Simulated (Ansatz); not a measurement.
# KSnCl3 (model cell, started as cubic perovskite with Sn in the octahedra): a soft mode frozen in, part 2 of 3

Which phase does KSnCl3 (model cell, started as cubic perovskite with Sn in the octahedra) fall into along its unstable mode, and how much energy does it gain?

Ansatz 0.2.0; DFT PBEsol, scalar-relativistic, plane waves, PAW; PAW set soft_1.

So far, highest frequency on the path or at a solved wavevector (cm⁻¹): step 2 (phonons on a q mesh) 251. Also lowest frequency on the path (cm⁻¹): step 2 -61.3.

The structure was built from a prototype and need not be the compound's stable phase.

**6. Relaxation from the frozen mode**

Starting from the lowest point found, all atoms and the cell are let go, so that strain and other modes of the same symmetry can join in.

The input, input.yaml:

```yaml
crystal:
  lattice:
    - [5.4819651111, 0.0, 0.0]
    - [0.0, 5.4819651111, 0.0]
    - [0.0, 0.0, 5.4819651111]
  atoms:
    - { symbol: K, position: [0.0, 0.0773926977, 0.0773926977] }
    - { symbol: Sn, position: [0.5, 0.4956778564, 0.4956778564] }
    - { symbol: Cl, position: [0.5, 0.4620039694, 0.0051079639] }
    - { symbol: Cl, position: [0.5, 0.0051079639, 0.4620039694] }
    - { symbol: Cl, position: [0.0, 0.4620039694, 0.4620039694] }
kpoints:
  mp_grid: { grid: [12, 12, 12] }
hamiltonian:
  xc: pbesol
  pseudopotentials: { kind: paw, azcp: { folder: soft_1 }, xc_functional: pbe }
scf:
  occupations: { method: fixed }
output:
  forces: true
  stress: true
  eigenvalues: true
relax:
  adjacent_minimum: "off"
  f_tol: 0.002
  max_steps: 120
  cell: { stress_tol: 0.03 }
```

On the command line:

```console
$ ansatz run input.yaml --threads 4 --pin off --max-ram 16384MiB --backend cpu --events-out ev --progress --plain --runs-dir out
```

Numbers of over 12 decimals in the logs are rounded to 6 here.

The program printed:

```text
[...]
Crystal: 5 atoms, lattice volume = 164.744 Å³
Basis set: ecut = 420 eV, 3191 PW (Γ), exchange–correlation on 80×80×80 points (8 copies of the dense FFT grid, shifted against one another)
Bands: 27, of which v1, the nominal top of the filled ones, is band 22 counted from 1 (21 counted from 0)
Symmetry: 4 space group operations
[...]
k-points: 301 of 1728 (time reversal used)
[...]
SCF iter   1: F=—  HF=-10656.452872 eV  |F-HF|=—  |Δ(HF+E_count)|=         —  Δρ=3.48e-2  dr2=3.21e0  ethr=3.10e-3  ⟨swp⟩=5.1  Hψ=32544  notcnv=0  defer=710
[...]
SCF iter   9: F=-10655.016721 eV  HF=-10655.016721 eV  |F-HF|=2.34e-8  |Δ(HF+E_count)|=   2.51e-7  Δρ=1.90e-6  dr2=1.32e-8  ethr=2.27e-10  ⟨swp⟩=15.3  Hψ=53717  notcnv=0
SCF 1 converged in 9 iterations: F = -10655.016721 eV  dr2 = 1.32e-8
[...]
relax step   1: F+E_penalty+E_count = -10655.01672053 eV  Δ(F+E_penalty+E_count) = +0.000e0 eV  max|allowed force component| = 1.462e-1 eV/Å  Δτ_max = 0.0000 Å  P = +0.521 GPa  Ω = 164.744 Å³  (9 SCF iters, dr2 threshold 1.00e-7 eV, accepted)
Crystal: 5 atoms, lattice volume = 167.901 Å³
Basis set: ecut = 420 eV, 3259 PW (Γ), exchange–correlation on 80×80×80 points (8 copies of the dense FFT grid, shifted against one another)
[...]
iter 1 solved again at ethr=5.69e-5 eV; its pass at ethr=3.10e-3 eV (dr2=2.50e-2 eV) is discarded
[...]
SCF iter   6: F=-10655.035506 eV  HF=-10655.035506 eV  |F-HF|=7.18e-8  |Δ(HF+E_count)|=   1.31e-6  Δρ=6.10e-6  dr2=7.90e-8  ethr=1.14e-9  ⟨swp⟩=13.2  Hψ=53984  notcnv=0
SCF 2 converged in 6 iterations: F = -10655.035506 eV  dr2 = 7.90e-8
relax step   2: F+E_penalty+E_count = -10655.03550623 eV  Δ(F+E_penalty+E_count) = -1.879e-2 eV  max|allowed force component| = 7.121e-2 eV/Å  Δτ_max = 0.0677 Å  P = +0.069 GPa  Ω = 167.901 Å³  energy of the carried Pulay correction = -8.298e-5 eV  (6 SCF iters, dr2 threshold 5.00e-7 eV, accepted)
Crystal: 5 atoms, lattice volume = 168.950 Å³
Basis set: ecut = 420 eV, 3303 PW (Γ), exchange–correlation on 80×80×80 points (8 copies of the dense FFT grid, shifted against one another)
[...]
SCF iter   6: F=-10655.043561 eV  HF=-10655.043561 eV  |F-HF|=5.58e-8  |Δ(HF+E_count)|=   9.38e-7  Δρ=4.31e-6  dr2=3.33e-8  ethr=9.65e-10  ⟨swp⟩=13.7  Hψ=51065  notcnv=0
SCF 3 converged in 6 iterations: F = -10655.043561 eV  dr2 = 3.33e-8
relax step   3: F+E_penalty+E_count = -10655.04356125 eV  Δ(F+E_penalty+E_count) = -8.055e-3 eV  max|allowed force component| = 2.344e-2 eV/Å  Δτ_max = 0.0704 Å  P = -0.099 GPa  Ω = 168.950 Å³  energy of the carried Pulay correction = -1.102e-4 eV  (6 SCF iters, dr2 threshold 4.25e-7 eV, accepted)
[... from here on, the SCF cycles and remarks between the steps are left out ...]
relax step   4: F+E_penalty+E_count = -10655.04594362 eV  Δ(F+E_penalty+E_count) = -2.382e-3 eV  max|allowed force component| = 1.860e-2 eV/Å  Δτ_max = 0.0213 Å  P = -0.091 GPa  Ω = 168.708 Å³  energy of the carried Pulay correction = -1.039e-4 eV  (6 SCF iters, dr2 threshold 7.24e-8 eV, accepted)
relax step   5: F+E_penalty+E_count = -10655.04370195 eV  Δ(F+E_penalty+E_count) = +2.242e-3 eV  max|allowed force component| = 1.536e-1 eV/Å  Δτ_max = 0.1605 Å  P = +0.820 GPa  Ω = 165.907 Å³  energy of the carried Pulay correction = -3.075e-5 eV  (8 SCF iters, dr2 threshold 5.96e-8 eV, rejected (line search))
relax step   6: F+E_penalty+E_count = -10655.05196398 eV  Δ(F+E_penalty+E_count) = -6.020e-3 eV  max|allowed force component| = 4.394e-2 eV/Å  Δτ_max = 0.0957 Å  P = -0.059 GPa  Ω = 168.948 Å³  energy of the carried Pulay correction = -1.101e-4 eV  (10 SCF iters, accepted)
relax step   7: F+E_penalty+E_count = -10655.06083767 eV  Δ(F+E_penalty+E_count) = -8.874e-3 eV  max|allowed force component| = 6.536e-3 eV/Å  Δτ_max = 0.0700 Å  P = +0.220 GPa  Ω = 168.730 Å³  energy of the carried Pulay correction = -1.045e-4 eV  (7 SCF iters, dr2 threshold 1.21e-7 eV, accepted)
relax step   8: F+E_penalty+E_count = -10655.05561830 eV  Δ(F+E_penalty+E_count) = +5.219e-3 eV  max|allowed force component| = 1.937e-1 eV/Å  Δτ_max = 0.1172 Å  P = +0.592 GPa  Ω = 170.649 Å³  energy of the carried Pulay correction = -1.539e-4 eV  (6 SCF iters, dr2 threshold 2.81e-7 eV, rejected (line search))
relax step   9: F+E_penalty+E_count = -10655.06459034 eV  Δ(F+E_penalty+E_count) = -3.753e-3 eV  max|allowed force component| = 1.680e-2 eV/Å  Δτ_max = 0.0339 Å  P = -0.013 GPa  Ω = 171.112 Å³  energy of the carried Pulay correction = -1.658e-4 eV  (10 SCF iters, accepted)
relax step  10: F+E_penalty+E_count = -10655.06654494 eV  Δ(F+E_penalty+E_count) = -1.955e-3 eV  max|allowed force component| = 2.616e-2 eV/Å  Δτ_max = 0.0644 Å  P = +0.062 GPa  Ω = 172.545 Å³  energy of the carried Pulay correction = -2.022e-4 eV  (7 SCF iters, dr2 threshold 1.76e-8 eV, accepted)
relax step  11: F+E_penalty+E_count = -10655.06553337 eV  Δ(F+E_penalty+E_count) = +1.012e-3 eV  max|allowed force component| = 3.231e-2 eV/Å  Δτ_max = 0.0857 Å  P = +0.096 GPa  Ω = 174.107 Å³  energy of the carried Pulay correction = -2.416e-4 eV  (7 SCF iters, dr2 threshold 4.40e-8 eV, rejected (line search))
relax step  12: F+E_penalty+E_count = -10655.06783886 eV  Δ(F+E_penalty+E_count) = -1.294e-3 eV  max|allowed force component| = 1.610e-2 eV/Å  Δτ_max = 0.0272 Å  P = +0.028 GPa  Ω = 173.603 Å³  energy of the carried Pulay correction = -2.289e-4 eV  (10 SCF iters, accepted)
relax step  13: F+E_penalty+E_count = -10655.06784940 eV  Δ(F+E_penalty+E_count) = -1.054e-5 eV  max|allowed force component| = 9.523e-3 eV/Å  Δτ_max = 0.0248 Å  P = -0.069 GPa  Ω = 174.963 Å³  energy of the carried Pulay correction = -2.630e-4 eV  (6 SCF iters, dr2 threshold 1.62e-8 eV, accepted)
relax step  14: F+E_penalty+E_count = -10655.06813312 eV  Δ(F+E_penalty+E_count) = -2.837e-4 eV  max|allowed force component| = 3.505e-3 eV/Å  Δτ_max = 0.0087 Å  P = +0.008 GPa  Ω = 174.096 Å³  energy of the carried Pulay correction = -2.413e-4 eV  (5 SCF iters, dr2 threshold 2.46e-8 eV, accepted)
relax step  15: F+E_penalty+E_count = -10655.06814356 eV  Δ(F+E_penalty+E_count) = -1.043e-5 eV  max|allowed force component| = 7.400e-4 eV/Å  Δτ_max = 0.0022 Å  P = +0.003 GPa  Ω = 174.214 Å³  energy of the carried Pulay correction = -2.443e-4 eV  (6 SCF iters, dr2 threshold 7.68e-10 eV, accepted)
[...]
SCF iter   6: F=-10655.068903 eV  HF=-10655.068903 eV  |F-HF|=7.28e-12  |Δ(HF+E_count)|=  1.98e-10  Δρ=3.32e-8  dr2=3.59e-12  ethr=1.00e-12  ⟨swp⟩=6.5  Hψ=38737  notcnv=0
SCF 16 converged in 6 iterations: F = -10655.068903 eV  dr2 = 3.59e-12
relax step  16: F+E_penalty+E_count = -10655.06890332 eV  Δ(F+E_penalty+E_count) = -7.598e-4 eV  max|allowed force component| = 3.400e-4 eV/Å  Δτ_max = 0.0000 Å  P = +0.008 GPa  Ω = 174.214 Å³  stress off target by 1.56e-2 GPa  SCF on the basis re-selected at this cell (its energy is not comparable with the rows above)  (6 SCF iters)
basis re-selected at this cell: Δ(F+E_penalty+E_count) = -7.598e-4 eV, ΔP = +0.004 GPa vs the last step (what re-selecting the basis moved, of the pressure what is left beyond the Pulay correction that the steps carried, after the strain that the cell walked since its last selection, with what the two solves' SCF thresholds leave and, on support functions, any second-order correction that the steps lacked; it is no m [...]
SCF converged after 6 iterations
Free energy (F): -10655.068903 eV
[...]
Internal energy: -10655.068903 eV  (E = F + TS)
E sigma→0 (E₀):  -10655.068903 eV
Fermi energy:    3.391432 eV
[...]
--- Forces (eV/Å), atoms counted from 1 ---
  atom   1  K     -0.00000000     0.00023675     0.00023675
  atom   2  Sn    -0.00000000    -0.00030392    -0.00030392
  atom   3  Cl     0.00000000    -0.00033983     0.00029310
  atom   4  Cl     0.00000000     0.00029310    -0.00033983
  atom   5  Cl     0.00000000     0.00011491     0.00011491
  max |Σ_I F_I| component: 1.01e-6 eV/Å
--- Stress (GPa, compression-positive) ---
        0.007300       0.000000      -0.000000
        0.000000       0.008030       0.007580
       -0.000000       0.007580       0.008030
  P = ⅓ Tr σ = 0.0078 GPa (0.078 kbar)
--- Band table (eV; the first three rows and the last of 301) ---
  k-point 0: bands = [... 18 lower, 0.0502, 0.0782, 0.0996, 0.5923, 5.8967, 7.8633, 7.9473, 8.3495, ... 1 higher]
  k-point 1: bands = [... 18 lower, 0.0397, 0.0957, 0.1082, 0.5726, 5.9504, 7.7609, 7.9150, 8.3200, ... 1 higher]
  k-point 2: bands = [... 18 lower, 0.0327, 0.0878, 0.1883, 0.5337, 6.1022, 7.4230, 7.8952, 8.2494, ... 1 higher]
  k-point 300: bands = [... 18 lower, 0.3475, 0.4851, 0.7083, 3.3914, 4.5543, 4.7067, 4.7283, 7.2933, ... 1 higher]
--- Relaxed structure (15 steps of the walk, 12 accepted, 1 SCFs on fresh bases) ---
  F+E_penalty+E_count = -10655.06890332 eV   max|allowed force component| = 3.400e-4 eV/Å   (the final SCF, on the basis selected at the relaxed cell)
  cell:  # Å, volume = 174.2141 Å³
    - [5.520047, 0, 0]
    - [0, 5.642077, 0.522273]
    - [0, 0.522273, 5.642077]
  atoms:
    - { symbol: K, position: [0, 0.128162, 0.128162] }
    - { symbol: Sn, position: [0.5, 0.492993, 0.492993] }
    - { symbol: Cl, position: [0.5, 0.436610, -0.043812] }
    - { symbol: Cl, position: [0.5, -0.043812, 0.436610] }
    - { symbol: Cl, position: [0, 0.488234, 0.488234] }
```

Elapsed: 12 min, on 4 threads of Arm Neoverse V1, shared host; peak memory 1.3 GiB.

Relaxation path:

| step | energy less that of the first step (eV) | largest force component (eV/Å) | pressure (GPa) | volume (Å³) |
| --- | --- | --- | --- | --- |
| 1 | 0.0000 | 0.1462 | 0.52 | 164.74 |
| 2 | -0.0188 | 0.0712 | 0.07 | 167.90 |
| 3 | -0.0268 | 0.0234 | -0.10 | 168.95 |
| 4 | -0.0292 | 0.0186 | -0.09 | 168.71 |
| 5 | -0.0270 | 0.1536 | 0.82 | 165.91 |
| 6 | -0.0352 | 0.0439 | -0.06 | 168.95 |
| 7 | -0.0441 | 0.0065 | 0.22 | 168.73 |
| 8 | -0.0389 | 0.1937 | 0.59 | 170.65 |
| 9 | -0.0479 | 0.0168 | -0.01 | 171.11 |
| 10 | -0.0498 | 0.0262 | 0.06 | 172.55 |
| 11 | -0.0488 | 0.0323 | 0.10 | 174.11 |
| 12 | -0.0511 | 0.0161 | 0.03 | 173.60 |
| 13 | -0.0511 | 0.0095 | -0.07 | 174.96 |
| 14 | -0.0514 | 0.0035 | 0.01 | 174.10 |
| 15 | -0.0514 | 0.0007 | 0.00 | 174.21 |
| 16* | -0.0522 | 0.0003 | 0.01 | 174.21 |

Relaxation steps marked * repeat the geometry before them on a plane-wave basis chosen anew for their cell, so energy and pressure can jump there. Relaxation steps 5, 8, 11 were tried and not accepted.

Forces are held to the 4 operations that the run works with; a distortion that breaks them can't arise in this run.

| cell as run | before | after | change |
| --- | --- | --- | --- |
| a (Å) | 5.482 | 5.520 | +0.7 % |
| b (Å) | 5.482 | 5.666 | +3.4 % |
| c (Å) | 5.482 | 5.666 | +3.4 % |
| α (°) | 90.00 | 79.42 | -11.8 % |
| volume (Å³/atom) | 32.95 | 34.84 | +5.7 % |

The atoms that moved most (Å, as changes of fractional coordinates times the final cell):

| atom | dx | dy | dz | length |
| --- | --- | --- | --- | --- |
| K1 | 0.000 | 0.313 | 0.313 | 0.443 |
| Cl4 | 0.000 | -0.289 | -0.169 | 0.335 |
| Cl3 | 0.000 | -0.169 | -0.289 | 0.335 |
| Cl5 | 0.000 | 0.162 | 0.162 | 0.229 |
| Sn2 | 0.000 | -0.017 | -0.017 | 0.023 |

Final coordinates:

```xyz
5
Lattice="5.5200 0.0000 0.0000 0.0000 5.6421 0.5223 0.0000 0.5223 5.6421" Properties=species:S:1:pos:R:3 pbc="T T T"
K     0.0000    0.7900    0.7900
Sn    2.7600    3.0390    3.0390
Cl    2.7600    2.4405   -0.0192
Cl    2.7600   -0.0192    2.4405
Cl    0.0000    3.0096    3.0096
```

Numbers from this step:

```
pressure          : 0.007787 GPa
gap on the k-mesh : 1.163 eV
volume per atom   : 34.84 Å³
```

The distorted start has space group Amm2; the relaxation ends in Amm2.

**7. The new phase in its own primitive cell**

The relaxed structure is symmetrised, reduced to its primitive cell and relaxed tightly, as its phonons need.

input.yaml, the sections that differ from step 6:

```yaml
crystal:
  lattice:
    - [5.520047408, 0.0, 0.0]
    - [0.0, 3.6202483013, 4.3588533574]
    - [0.0, -3.6202483013, 4.3588533574]
  atoms:
    - { symbol: K, position: [0.0, 0.1281618989, 0.1281618989] }
    - { symbol: Sn, position: [0.5, 0.4929928576, 0.4929928576] }
    - { symbol: Cl, position: [0.5, 0.4366104707, 0.9561875705] }
    - { symbol: Cl, position: [0.5, 0.9561875705, 0.4366104707] }
    - { symbol: Cl, position: [0.0, 0.4882336591, 0.4882336591] }
kpoints:
  mp_grid: { grid: [8, 8, 8] }
relax:
  adjacent_minimum: "off"
  f_tol: 0.001
  max_steps: 60
  cell: { stress_tol: 0.01 }
# hamiltonian, scf, output: as in step 6
```

The program printed:

```text
[...]
Crystal: 5 atoms, lattice volume = 174.214 Å³
Basis set: ecut = 420 eV, 3425 PW (Γ), exchange–correlation on 80×80×80 points (8 copies of the dense FFT grid, shifted against one another)
Bands: 27, of which v1, the nominal top of the filled ones, is band 22 counted from 1 (21 counted from 0)
Symmetry: 4 space group operations
[...]
k-points: 105 of 512 (time reversal used)
[...]
cell:  # Å, volume = 174.6260 Å³
    - [5.521649, 0.0, 0.0]
    - [0.0, 3.614960, 4.374281]
    - [0.0, -3.614960, 4.374281]
  atoms:
    - { symbol: K, position: [0, 0.129404, 0.129404] }
    - { symbol: Sn, position: [0.500000, 0.493075, 0.493075] }
    - { symbol: Cl, position: [0.500000, 0.436007, 0.955330] }
    - { symbol: Cl, position: [0.500000, 0.955330, 0.436007] }
    - { symbol: Cl, position: [0, 0.488371, 0.488371] }
[key lines of the parts left out:]
SCF converged after 5 iterations
Free energy (F): -10655.068638 eV
Fermi energy:    3.349651 eV
P = ⅓ Tr σ = 0.0007 GPa (0.007 kbar)
```

Wall time 1.7 min (4 threads); peak memory 0.73 GiB.

The steps of the relaxation:

| step | energy less that of the first step (eV) | largest force component (eV/Å) | pressure (GPa) | volume (Å³) |
| --- | --- | --- | --- | --- |
| 1 | 0.0000 | 0.0007 | 0.01 | 174.21 |
| 2 | 0.0000 | 0.0023 | 0.00 | 174.29 |
| 3 | 0.0000 | 0.0032 | -0.01 | 174.46 |
| 4 | 0.0000 | 0.0007 | -0.01 | 174.62 |
| 5 | 0.0000 | 0.0017 | 0.00 | 174.65 |
| 6 | 0.0000 | 0.0008 | 0.00 | 174.63 |
| 7* | 0.0000 | 0.0008 | 0.00 | 174.63 |

Relaxation steps marked * repeat the geometry before them on a plane-wave basis chosen anew for their cell, so energy and pressure can jump there.

Forces are held to the 4 operations that the run works with; a distortion that breaks them can't arise in this run.

| conventional cell, symmetrised | before | after | change |
| --- | --- | --- | --- |
| a (Å) | 5.520 | 5.522 | +0.0 % |
| b (Å) | 7.240 | 7.230 | -0.1 % |
| c (Å) | 8.718 | 8.749 | +0.4 % |
| volume (Å³/atom) | 34.84 | 34.93 | +0.2 % |

The atoms that moved most (Å, as changes of fractional coordinates times the final cell):

| atom | dx | dy | dz | length |
| --- | --- | --- | --- | --- |
| K1 | 0.000 | 0.000 | 0.011 | 0.011 |
| Cl3 | 0.000 | 0.001 | -0.006 | 0.006 |
| Cl4 | 0.000 | -0.001 | -0.006 | 0.006 |

The relaxed structure:

```xyz
5
Lattice="5.5216 0.0000 0.0000 0.0000 3.6150 4.3743 0.0000 -3.6150 4.3743" Properties=species:S:1:pos:R:3 pbc="T T T"
K     0.0000    0.0000    1.1321
Sn    2.7608    0.0000    4.3137
Cl    2.7608   -1.8773    6.0861
Cl    2.7608    1.8773    6.0861
Cl    0.0000    0.0000    4.2725
```

Numbers from this step:

- pressure: 7.01e-4 GPa
- gap on the k-mesh: 1.188 eV
- volume per atom: 34.93 Å³
- direct gap on mesh: 1.188 eV

The largest force component left is 0.80 meV/Å and the pressure is 0.001 GPa, within the tolerances set. The cell now holds 34.93 Å³/atom.

(Part 2 of 3 ends here.)

[Logs are printed without paths, hosts, clocks, repeated set-up lines and the standing remarks that a program may print on its own settings, such as how far it seeks lower states.]

[Hosts, paths, dates, database ids (printed as entryN), source tags and the programs' standing remarks are cut or masked in the printed files.]
